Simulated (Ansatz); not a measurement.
# Reading EPR parameters

A crystal has the composition Rb2MF4, where M is a 3d element. A calculation (PBE+U, spin-orbit coupling in second variation, Ansatz) gives:

```
S                    : 1
g                    : ⊥ 2.1576, ∥ 2.1684
moment in its sphere : 1.74 μB
```

Q: Name the magnetic ion and its oxidation state.

The crystal is Rb2NiF4, space group I4/mmm. The spin sits on Ni, with 6 F at 2.00 to 2.04 Å round it. With the usual charges of the other elements M must be +2. High-spin ions of that charge with S = 1 are d8 and d2, Ni and Ti; the sign of the g shift picks Ni²⁺ d⁸. Low-spin ions are left aside. The shift is positive: in a shell more than half full the orbital moment adds to the spin.

[Logs are printed without paths, hosts, clocks, repeated set-up lines and the standing remarks that a program may print on its own settings, such as how far it seeks lower states.]

[Hosts, paths, dates, database ids (printed as entryN), source tags and the programs' standing remarks are cut or masked in the printed files.]
